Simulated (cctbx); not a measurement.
## DyMg4Cu: precision against data quality

Space group P-62m (no. 189), a = 10.4140 Å, b = 10.4140 Å, c = 4.3640 Å, α = 90.00°, β = 90.00°, γ = 120.00°.

| atom | mult. | x | y | z | Ueq (Å²) |
| --- | --- | --- | --- | --- | --- |
| Dy1 | 3 | 0.5961 | 0.5961 | 0 | 0.0042 |
| Cu1 | 2 | 1/3 | 2/3 | 0 | 0.0063 |
| Cu2 | 1 | 0 | 0 | 0 | 0.0072 |
| Mg1 | 3 | 0.7534 | 0 | 0 | 0.0096 |
| Mg2 | 6 | 0.8145 | 0.5200 | 1/2 | 0.0092 |
| Mg3 | 3 | 0.1658 | 0 | 1/2 | 0.0113 |

The model was made for the exercise: a known structure type with other elements put in, its volume estimated, not relaxed; displacement parameters are assumed.

Five simulated data sets (cctbx; Ag Kα, λ = 0.56087 Å; 2 % proportional error) differ in resolution or exposure (noise floor 8 counts in the first three, 8 in the last two). Each is refined with the right model, isotropic at 1.1 Å and anisotropic otherwise. How do the figures of merit and the uncertainties move?

```csv
d min (Å),top counts,"⟨I/σ⟩ (unmerged, absences included)",unique,param. (scale apart),Rint,R1,GooF,largest s.u. xyz (fractional),s.u. U of Mg1 (Å²),largest error (Å)
1.1,70000,35.1,146,11,0.017,0.0067,1.07,0.00024,0.0007,0.0014
0.84,70000,38.3,303,22,0.017,0.0050,0.92,0.00011,0.0003,0.0014
0.6,70000,27.4,781,22,0.020,0.0071,1.00,0.00009,0.0002,0.0013
0.75,300,1.4,411,22,0.416,0.0861,0.93,0.00303,0.0108,0.0191
0.75,3000,7.8,411,22,0.076,0.0226,0.93,0.00053,0.0017,0.0044
```

The number of reflections grows roughly as 1/d³: 146, 303 and 781 here. R1 follows the noise rather than the truth: at 300 counts it is 0.0861, at 3000 counts 0.0226, while GooF is 0.93 and 0.93: the weights 1/σ² carry the noise. The s.u. of U (U11 where anisotropic) for Mg1 goes 0.0007, 0.0003, 0.0002 Å² with resolution and 0.0108, 0.0017 Å² with exposure.

Hardware for the 0.6 Å refinement: 0.69 s on 1 thread of Arm Neoverse N1 (shared host), peak memory 0.09 GiB.

[Logs are printed without paths, hosts, clocks, repeated set-up lines and the standing remarks that a program may print on its own settings, such as how far it seeks lower states.]
